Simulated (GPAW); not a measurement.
## K2Pt (Fm-3m): one start, several treatments of the self-energy

Aim: compare treatments of exchange, screening and correlation for the gap of K2Pt (Fm-3m).

Program: GPAW 26.7.0. Level of theory: LDA and many-body steps on it, plane waves. Results are calculated unless marked as measured.

## (1) Set-up

It takes space group Fm-3m (No. 225, cubic). Conventional cell: a = 7.563 Å, b = 7.563 Å, c = 7.563 Å, α = 90.00°, β = 90.00°, γ = 90.00°. Nearest to K lie 4 Pt at 3.27 Å. Nearest to Pt lie 8 K at 3.27 Å. Farther neighbours are not listed.

As a file:

```xyz
3
Lattice="0.0000 3.7815 3.7815 3.7815 0.0000 3.7815 3.7815 3.7815 0.0000" Properties=species:S:1:pos:R:3 pbc="T T T"
K     5.6722    5.6722    5.6722
K     1.8907    1.8907    1.8907
Pt    0.0000    0.0000    0.0000
```

The cell and positions are those that the Materials Project relaxed with its own functionals (PBE, PBE+U or r2SCAN), kept fixed. Spin-orbit coupling is left out unless a step names it.

## (2) Empty states on the mesh, 2×2×2 mesh, 373 bands

This step: GPAW 26.7.0; DFT, LDA, plane waves, PAW.

The sums over transitions need many empty states on a uniform mesh; this step solves for them.

run.py

```python
import json
import numpy as np
from gpaw.mpi import world
from gpaw import GPAW

calc = GPAW('gs.gpw').fixed_density(kpts={'size': (2, 2, 2), 'gamma': True},
    parallel={'domain': 1, 'band': 1},
    txt='nscf.txt')
calc.diagonalize_full_hamiltonian(nbands=373)
calc.write('full.gpw', mode='all')
res = {}
kpts = calc.get_ibz_k_points()
res['kpts'] = kpts
res['eigenvalues'] = [calc.get_eigenvalues(kpt=k) for k in range(len(kpts))]
res['n_electrons'] = calc.get_number_of_electrons()

if world.rank == 0:
    with open('result.json', 'w') as f:
        json.dump(res, f, default=lambda x: x.tolist())
```

Started as:

```console
> mpirun -n 3 gpaw python run.py
```

Numbers of over 12 decimals in the logs are rounded to 6 here.

Log:

```text
Diagonalizing LCAO Hamiltonian
Converting LCAO to pw mode
convergence criteria:
- Maximum integral of absolute [eigenst]ate change: 4e-08 eV^2 / valence electron
maximum number of iterations: 100

SCF iterations
|iter     |     time |      energy | eigst |  dens |
|iter:   1|  |             | +0.49 |       |
|iter:   2|  |             | -0.30 |       |
|iter:   3|  |             | -1.47 |       |
[...]
|iter:  22|  |             | -7.25 |       |
|iter:  23|  |             | -7.40 |       |
|iter:  24|  |             | -7.57c|       |
SCF steps: 24
  __  _  _
 | _ |_)|_||  |
 |__||  | ||/\| - 26.7.0

Input parameters:
  mode=PW(ecut=450.000000),
  convergence={'density': 1e-06, 'bands': -3},
  gpts=array([27, 27, 27]),
  kpts=MonkhorstPack(size=(2, 2, 2), gamma=True),
  maxiter=100,
  nbands=24,
  occupations=Occupations(name='fermi-dirac', width=0.001, fixmagmom=False),
  parallel={'domain': 1, 'band': 1},
  xc=XC(name='LDA')
Matrix size: 2397x2397
# Writing to full.gpw (mode='all')
  [... matrices ...]

timing:  # [seconds]
  Total: 4.931  # ━━━━━━━━━━━━━━━━━━━━━━━━━━━━━━━━━━━━━━━━━━━━━━━━━━━━━━━━━━━
```

Wall time 8.2 s (3 MPI ranks of AMD EPYC 9R45, shared host); peak memory 1.6 GiB.

Numbers from this step:

```yaml
gap: 1.314 eV
k_of_the_valence_top: 0.5, 0.5, 0
k_of_the_conduction_bottom: 0.5, 0.5, 0.5
least_direct_gap: 1.384 eV
k_points_computed: 3
lowest_point_of_the_top_converged_band_above_the_valence_top: 121.8610 eV
```

On this mesh the gap is 1.314 eV.

## (3) G0W0, Godby-Needs plasmon pole

Now the one-shot GW correction: screening in the RPA, then the self-energy of the levels asked for.

This step: G0W0 on LDA, plane waves, PAW.

run.py

```python
import json
import numpy as np
from gpaw.mpi import world
from gpaw.response.g0w0 import G0W0

gw = G0W0('full.gpw',
    filename='gw',
    kpts=[0, 1, 2],
    bands=(15, 19),
    ecut=78,
    nbands=169,
    integrate_gamma='WS',
    ppa=True)
gw.calculate()
res = {mode: {k: v for k, v in r.items() if k != 'sigma_eskwn'}
       for mode, r in gw.all_results.items()}

if world.rank == 0:
    with open('result.json', 'w') as f:
        json.dump(res, f, default=lambda x: x.tolist())
```

Started as:

```console
> mpirun -n 4 gpaw python run.py
```

Log:

```text
Using integrator: PointIntegrator
FrequencyGridDescriptor(from 0.000+0.000j to 0.000+27.211j eV, 2 points)
Nonperiodic BCs:  [False False False]
Using integrator: PointIntegrator
FrequencyGridDescriptor(from 0.000+0.000j to 0.000+27.211j eV, 2 points)
Nonperiodic BCs:  [False False False]
  ___  _ _ _
 |   || | | |
 | | || | | |
 |__ ||_____|
 |___|

BZ k-points: Symmetries present (total): 48

  [... matrices ...]
8 k-points: 2 x 2 x 2 Monkhorst-Pack grid + [1/4,1/4,1/4]
3 k-points in the irreducible part of the Brillouin zone
       k-points in crystal coordinates                weights
   0:     0.00000000    0.00000000    0.00000000          1/8
   1:     0.50000000    0.50000000    0.00000000          3/8
   2:     0.50000000    0.50000000    0.50000000          4/8

Distributing spins, k-points and bands (1 x 3 x 4) over 4 processes
Number of blocks: 1

Quasi particle states:
k-points (IBZ indices): [0, 1, 2]
Band range: (15, 19)
  [... matrices ...]
Computational parameters:
Plane wave cut-off: 78 eV
Number of bands: 169
Coulomb cutoff: None
Broadening: 0.1 eV

fxc modes: GW
Kernel: RPA
Using Godby-Needs plasmon-pole approximation:
  Fitting energy: i*E0, E0 = 1.000 Hartree
Summing all q:

Calculating screened Coulomb potential
No Coulomb truncation
FrequencyGridDescriptor(from 0.000+0.000j to 0.000+27.211j eV, 2 points)
Removing empty qpoint cache files...

Calculating chi0 body with:
    Ground state adapter containing:
    Number of spins: 1
    Number of kpoints: 8
    Number of irreducible kpoints: 3
    Number of completely occupied states: 17
    Number of partially occupied states: 17
    Occupied states memory: 5.105759 M / cpu

    Linear response parametrization:
    q_c: [0.0, 0.0, 0.0]
    Number of frequency points: 2
    Planewave cutoff: 78.0
    Number of bands: 169
    Number of planewaves: 169
    Broadening (eta): 1e-06
    comm.size: 4
    kncomm.size: 4
    blockcomm.size: 1

    Memory estimate of potentially large arrays:
        chi0_wGG: 0.871613 M / cpu
Integrating chi0 body.

Symmetries of q_c:
    Direct symmetries (Uq -> q): 48
    Indirect symmetries (TUq -> q): 0
In total 48 allowed symmetries.

  [... matrices ...]
3 groups of equivalent kpoints. 62.5% reduction.

Integral kind: response function
Integrating chi0 head and wings.

Symmetries of q_c:
    Direct symmetries (Uq -> q): 48
    Indirect symmetries (TUq -> q): 0
In total 48 allowed symmetries.

  [... matrices ...]
3 groups of equivalent kpoints. 62.5% reduction.

Integral kind: response function wings

Calculating chi0 body with:
    Ground state adapter containing:
    Number of spins: 1
    Number of kpoints: 8
    Number of irreducible kpoints: 3
    Number of completely occupied states: 17
    Number of partially occupied states: 17
    Occupied states memory: 5.105759 M / cpu

[... the further q-points ...]

Results:
f:      Occupation numbers
eps:     KS-eigenvalues [eV]
vxc:     KS vxc [eV]
exx:     Exact exchange [eV]
sigma:   Self-energies [eV]
dsigma:  Self-energy derivatives
Z:       Renormalization factors
qp:      QP-energies [eV]

k-point 0 (0): (0.000, 0.000, 0.000)                GW
band       f     eps     vxc     exx   sigma  dsigma       Z      qp
                                                                   GW
  15   1.000   1.616 -23.506 -28.169   4.110  -0.301   0.769   1.191
  16   1.000   1.616 -23.506 -28.169   4.110  -0.301   0.769   1.191
  17   0.000   5.170  -9.605  -5.049  -3.282  -0.248   0.801   6.191
  18   0.000   5.170  -9.605  -5.049  -3.282  -0.248   0.801   6.191

k-point 1 (1): (0.500, 0.500, 0.000)                GW
band       f     eps     vxc     exx   sigma  dsigma       Z      qp
                                                                   GW
  15   1.000   1.622 -23.551 -28.230   4.147  -0.302   0.768   1.212
  16   1.000   1.679 -23.557 -28.048   3.996  -0.306   0.766   1.299
[...]
k-point 2 (2): (0.500, 0.500, 0.500)                GW
band       f     eps     vxc     exx   sigma  dsigma       Z      qp
                                                                   GW
[...]
16   1.000   1.608 -23.430 -28.072   4.104  -0.300   0.769   1.195
  17   0.000   2.993  -8.108  -4.467  -2.996  -0.220   0.820   3.521
  18   0.000   5.815 -10.510  -5.846  -3.351  -0.212   0.825   6.898
```

The job ended after 8.5 s (4 MPI ranks; peak memory 1.3 GiB; 33 s of CPU time).

This step gave:

```
G0W0 gap on the points computed              : 2.222 eV
least direct G0W0 gap on the computed points : 2.326 eV
Z at the valence top                         : 0.7657
Z at the conduction bottom                   : 0.8196
starting gap on the mesh                     : 1.314 eV
k of the valence top                         : 0.5, 0.5, 0
k of the conduction bottom                   : 0.5, 0.5, 0.5
```

The gap on the mesh goes from 1.31 eV to 2.22 eV, a correction of +0.91 eV.

## (4) One-shot HSE06

This step: one-shot HSE06 levels on LDA orbitals, plane waves, PAW.

run.py

```python
import json
import numpy as np
from gpaw.mpi import world
from gpaw.hybrids.eigenvalues import non_self_consistent_eigenvalues

dft, vxc, vxc_hyb = non_self_consistent_eigenvalues('full.gpw', 'HSE06', 15, 19, kpt_indices=[0, 1, 2])
res = {'dft': dft[0], 'hybrid': (dft - vxc + vxc_hyb)[0]}
if world.rank == 0:
    with open('hybrid.txt', 'w') as f:
        for k, e0, e1 in zip([0, 1, 2], res['dft'], res['hybrid']):
            print(k, ' '.join(f'{x:9.4f}' for x in e0), '|', ' '.join(f'{x:9.4f}' for x in e1), file=f)

if world.rank == 0:
    with open('result.json', 'w') as f:
        json.dump(res, f, default=lambda x: x.tolist())
```

Started as:

```console
> mpirun -n 4 gpaw python run.py
```

Log:

```text
IBZ(<points: 3, symmetries: 48>)
Occupied bands: 17
Transforming wave functions from IBZ to BZ: 0.006 seconds
Distributing wave functions and iFFT-ing to real space: 0.015 seconds
Calculating eigenvalues:
  k-points: 3
  Bands: 15-18 (inclusive)
  Seconds: 0.098 (wave-function broadcasting: 0.007 seconds)
HSE06-eigenvalue shifts:
  min: -0.898 eV
  ave: -0.102 eV
  max: 0.770 eV
```

The job ended after 2.4 s (4 MPI ranks; peak memory 0.64 GiB; 8.7 s of CPU time).

This step gave:

| Property | Result |
| --- | --- |
| starting gap on the mesh | 1.314 eV |
| hybrid gap on the mesh | 2.739 eV |
| least direct hybrid gap on the computed points | 2.842 eV |

## (5) G0W0, extrapolated in the cutoff

This step: G0W0 on LDA, plane waves, PAW.

run.py

```python
import json
import numpy as np
from gpaw.mpi import world
from gpaw.response.g0w0 import G0W0

gw = G0W0('full.gpw',
    filename='gw',
    kpts=[0, 1, 2],
    bands=(15, 19),
    ecut=130.0,
    integrate_gamma='WS',
    ppa=True,
    ecut_extrapolation=True)
gw.calculate()
res = {mode: {k: v for k, v in r.items() if k != 'sigma_eskwn'}
       for mode, r in gw.all_results.items()}

if world.rank == 0:
    with open('result.json', 'w') as f:
        json.dump(res, f, default=lambda x: x.tolist())
```

Started as:

```console
> mpirun -n 4 gpaw python run.py
```

Log:

```text
Using integrator: PointIntegrator
FrequencyGridDescriptor(from 0.000+0.000j to 0.000+27.211j eV, 2 points)
Nonperiodic BCs:  [False False False]
Using integrator: PointIntegrator
FrequencyGridDescriptor(from 0.000+0.000j to 0.000+27.211j eV, 2 points)
Nonperiodic BCs:  [False False False]
  ___  _ _ _
 |   || | | |
 | | || | | |
 |__ ||_____|
 |___|

BZ k-points: Symmetries present (total): 48

  [... matrices ...]
8 k-points: 2 x 2 x 2 Monkhorst-Pack grid + [1/4,1/4,1/4]
3 k-points in the irreducible part of the Brillouin zone
       k-points in crystal coordinates                weights
   0:     0.00000000    0.00000000    0.00000000          1/8
   1:     0.50000000    0.50000000    0.00000000          3/8
   2:     0.50000000    0.50000000    0.50000000          4/8

Distributing spins, k-points and bands (1 x 3 x 4) over 4 processes
Number of blocks: 1

Quasi particle states:
k-points (IBZ indices): [0, 1, 2]
Band range: (15, 19)
  [... matrices ...]
Computational parameters:
Extrapolating to infinite plane wave cut-off using points at:
  112.031 eV
  120.183 eV
  130.000 eV
Number of bands: 363
Coulomb cutoff: None
Broadening: 0.1 eV

fxc modes: GW
Kernel: RPA
Using Godby-Needs plasmon-pole approximation:
  Fitting energy: i*E0, E0 = 1.000 Hartree
Summing all q:

Calculating screened Coulomb potential
No Coulomb truncation
FrequencyGridDescriptor(from 0.000+0.000j to 0.000+27.211j eV, 2 points)
Removing empty qpoint cache files...

Calculating chi0 body with:
    Ground state adapter containing:
    Number of spins: 1
    Number of kpoints: 8
    Number of irreducible kpoints: 3
    Number of completely occupied states: 17
    Number of partially occupied states: 17
    Occupied states memory: 5.105759 M / cpu

    Linear response parametrization:
[...]
[... matrices ...]
3 groups of equivalent kpoints. 62.5% reduction.

Integral kind: response function
Integrating chi0 head and wings.

Symmetries of q_c:
    Direct symmetries (Uq -> q): 48
    Indirect symmetries (TUq -> q): 0
In total 48 allowed symmetries.

  [... matrices ...]
3 groups of equivalent kpoints. 62.5% reduction.

Integral kind: response function wings

Calculating chi0 body with:
    Ground state adapter containing:
    Number of spins: 1
    Number of kpoints: 8
    Number of irreducible kpoints: 3
    Number of completely occupied states: 17
    Number of partially occupied states: 17
    Occupied states memory: 5.105759 M / cpu

[... the further q-points ...]
Extrapolating selfenergy to infinite energy cutoff:
  Performing linear fit to 3 points
  Warning: Bad quality of linear fit for some (n,k).
           Higher cutoff might be necessary.
  Minimum R^2 = 0.3538. (R^2 Should be close to 1)
  [... matrices ...]
Results:
f:      Occupation numbers
eps:     KS-eigenvalues [eV]
vxc:     KS vxc [eV]
exx:     Exact exchange [eV]
sigma:   Self-energies [eV]
dsigma:  Self-energy derivatives
Z:       Renormalization factors
qp:      QP-energies [eV]

k-point 0 (0): (0.000, 0.000, 0.000)                GW
band       f     eps     vxc     exx   sigma  dsigma       Z      qp
                                                                   GW
  15   1.000   1.616 -23.506 -28.169   3.870  -0.319   0.758   1.015
  16   1.000   1.616 -23.506 -28.169   3.870  -0.319   0.758   1.015
  17   0.000   5.170  -9.605  -5.049  -3.460  -0.203   0.831   6.081
[...]
k-point 1 (1): (0.500, 0.500, 0.000)                GW
band       f     eps     vxc     exx   sigma  dsigma       Z      qp
                                                                   GW
[...]
k-point 2 (2): (0.500, 0.500, 0.500)                GW
band       f     eps     vxc     exx   sigma  dsigma       Z      qp
                                                                   GW
[...]
17   0.000   2.993  -8.108  -4.467  -3.104  -0.227   0.815   3.430
  18   0.000   5.815 -10.510  -5.846  -3.602  -0.182   0.846   6.713
```

Run time: 67 s. Hardware: 4 MPI ranks; peak memory 1.7 GiB.

Numbers from this step:

* quasiparticle gap on the points computed: 2.278 eV
* least direct quasiparticle gap on the computed points: 2.405 eV
* Z at the valence top: 0.7545
* Z at the conduction bottom: 0.8151
* starting gap on the mesh: 1.314 eV
* k of the valence top: 0.5, 0.5, 0
* k of the conduction bottom: 0.5, 0.5, 0.5
* gaps at the cutoffs of the extrapolation: 2.243, 2.247, 2.250 eV

Against G0W0 in GPAW (2×2×2 mesh, 169 bands, screening to 78 eV, Godby-Needs plasmon pole), the gap moves by +0.055 eV.

## (6) One-shot PBE0

This step: one-shot PBE0 levels on LDA orbitals, plane waves, PAW.

run.py

```python
import json
import numpy as np
from gpaw.mpi import world
from gpaw.hybrids.eigenvalues import non_self_consistent_eigenvalues

dft, vxc, vxc_hyb = non_self_consistent_eigenvalues('full.gpw', 'PBE0', 15, 19, kpt_indices=[0, 1, 2])
res = {'dft': dft[0], 'hybrid': (dft - vxc + vxc_hyb)[0]}
if world.rank == 0:
    with open('hybrid.txt', 'w') as f:
        for k, e0, e1 in zip([0, 1, 2], res['dft'], res['hybrid']):
            print(k, ' '.join(f'{x:9.4f}' for x in e0), '|', ' '.join(f'{x:9.4f}' for x in e1), file=f)

if world.rank == 0:
    with open('result.json', 'w') as f:
        json.dump(res, f, default=lambda x: x.tolist())
```

Started as:

```console
> mpirun -n 4 gpaw python run.py
```

Log:

```text
IBZ(<points: 3, symmetries: 48>)
Occupied bands: 17
Transforming wave functions from IBZ to BZ: 0.006 seconds
Distributing wave functions and iFFT-ing to real space: 0.016 seconds
Calculating eigenvalues:
  k-points: 3
  Bands: 15-18 (inclusive)
  Seconds: 0.132 (wave-function broadcasting: 0.008 seconds)
HSE06-eigenvalue shifts:
  min: -1.378 eV
  ave: -0.167 eV
  max: 1.124 eV
```

Elapsed: 2.3 s, on 4 MPI ranks; peak memory 0.7 GiB; 8.4 s of CPU time.

Numbers from this step:

| Property | Result |
| --- | --- |
| starting gap on the mesh | 1.314 eV |
| hybrid gap on the mesh | 3.551 eV |
| least direct hybrid gap on the computed points | 3.655 eV |

## (7) G0W0, full frequency, Hilbert transform

This step: G0W0 on LDA, plane waves, PAW.

run.py

```python
import json
import numpy as np
from gpaw.mpi import world
from gpaw.response.g0w0 import G0W0

gw = G0W0('full.gpw',
    filename='gw',
    kpts=[0, 1, 2],
    bands=(15, 19),
    ecut=78,
    nbands=169,
    integrate_gamma='WS',
    frequencies={'type': 'nonlinear', 'domega0': 0.1, 'omega2': 15.0},
    eta=0.1,
    nblocksmax=True)
gw.calculate()
res = {mode: {k: v for k, v in r.items() if k != 'sigma_eskwn'}
       for mode, r in gw.all_results.items()}

if world.rank == 0:
    with open('result.json', 'w') as f:
        json.dump(res, f, default=lambda x: x.tolist())
```

Started as:

```console
> mpirun -n 4 gpaw python run.py
```

Log:

```text
Using integrator: PointIntegrator
NonLinearFrequencyDescriptor(from 0.000 to 119.660 eV, 279 points)
Nonperiodic BCs:  [False False False]
Using integrator: PointIntegrator
NonLinearFrequencyDescriptor(from 0.000 to 119.660 eV, 279 points)
Nonperiodic BCs:  [False False False]
  ___  _ _ _
 |   || | | |
 | | || | | |
 |__ ||_____|
 |___|

BZ k-points: Symmetries present (total): 48

  [... matrices ...]
8 k-points: 2 x 2 x 2 Monkhorst-Pack grid + [1/4,1/4,1/4]
3 k-points in the irreducible part of the Brillouin zone
       k-points in crystal coordinates                weights
[...]
17   0.000   5.170  -9.605  -5.049  -3.207  -0.352   0.740   6.168
[...]
k-point 1 (1): (0.500, 0.500, 0.000)                GW
band       f     eps     vxc     exx   sigma  dsigma       Z      qp
                                                                   GW
[...]
k-point 2 (2): (0.500, 0.500, 0.500)                GW
band       f     eps     vxc     exx   sigma  dsigma       Z      qp
                                                                   GW
[...]
17   0.000   2.993  -8.108  -4.467  -2.903  -0.308   0.765   3.557
  18   0.000   5.815 -10.510  -5.846  -3.266  -0.358   0.737   6.845
```

Elapsed: 21 s, on 4 MPI ranks; peak memory 1.7 GiB.

This step gave:

```yaml
g0w0_gap_on_the_points_computed: 2.283 eV
least_direct_g0w0_gap_on_the_computed_points: 2.382 eV
starting_gap_on_the_mesh: 1.314 eV
k_of_the_valence_top: 0.5, 0.5, 0
k_of_the_conduction_bottom: 0.5, 0.5, 0.5
```

Against G0W0 in GPAW (2×2×2 mesh, 169 bands, screening to 78 eV, Godby-Needs plasmon pole), the gap moves by +0.060 eV.

## (8) Side by side

Times are wall times on 4 MPI ranks of AMD EPYC 9R45, shared host, good to a factor of about two.

| run | mesh | bands | screening cutoff (eV) | DFT gap (eV) | gap on the mesh (eV) | direct (eV) | time |
| --- | --- | --- | --- | --- | --- | --- | --- |
| G0W0, Godby-Needs plasmon pole | 2×2×2 | 169 | 78 | 1.314 | 2.222 | 2.326 | 8.5 s |
| one-shot HSE06 | 2×2×2 | - | - | 1.314 | 2.739 | 2.842 | 2.4 s |
| G0W0, extrapolated in the cutoff | 2×2×2 | - | 130 | 1.314 | 2.278 | 2.405 | 67 s |
| one-shot PBE0 | 2×2×2 | - | - | 1.314 | 3.551 | 3.655 | 2.3 s |
| G0W0, full frequency, Hilbert transform | 2×2×2 | 169 | 78 | 1.314 | 2.283 | 2.382 | 21 s |

## (9) Summary of results

| Item | Value |
| --- | --- |
| G0W0, Godby-Needs plasmon pole | 2.222 eV |
| one-shot HSE06 | 2.739 eV |
| G0W0, extrapolated in the cutoff | 2.278 eV |
| one-shot PBE0 | 3.551 eV |
| G0W0, full frequency, Hilbert transform | 2.283 eV |
| known limits | not at the basis limit; no spin polarisation; d states lean on the start; no spin-orbit coupling; coarse k mesh |

What this shows: One-shot HSE06: +0.517 eV against G0W0, Godby-Needs plasmon pole. G0W0, extrapolated in the cutoff: +0.055 eV against G0W0, Godby-Needs plasmon pole, at other bands or cutoff, so not like for like. One-shot PBE0: +1.329 eV against G0W0, Godby-Needs plasmon pole. G0W0, full frequency, Hilbert transform: +0.060 eV against G0W0, Godby-Needs plasmon pole. One-shot hybrid levels are evaluated on the LDA orbitals. Bands and cutoff are finite, so the gap is not at the basis limit. The miss can reach some tenths of an eV and take either sign; the mesh is an error of its own. These stock PAW sets were not made for GW. The program warns of a poor linear fit in the extrapolation of some level, so the extrapolated values are rough. The 2×2×2 mesh is coarse for this cell, which bears on the long-range parts of exchange and screening. The runs have no spin polarisation. For a closed low-spin shell that is the natural state; where a d or f shell is open it is a constraint, and the gap is then not the crystal's own. With d states at the gap, one-shot GW leans hard on its start. The many-body steps are scalar-relativistic: spin-orbit coupling is not in them.

[Paths, hosts, dates, memory and timing lines, banners, echoed tables and standing remarks are left out of the program output.]

[Logs are printed without paths, hosts, clocks, repeated set-up lines and the standing remarks that a program may print on its own settings, such as how far it seeks lower states.]

[Runs of the session that timed out or met a known fault of the program may be left out.]

[Hosts, paths, dates, database ids (printed as entryN), source tags and the programs' standing remarks are cut or masked in the printed files.]
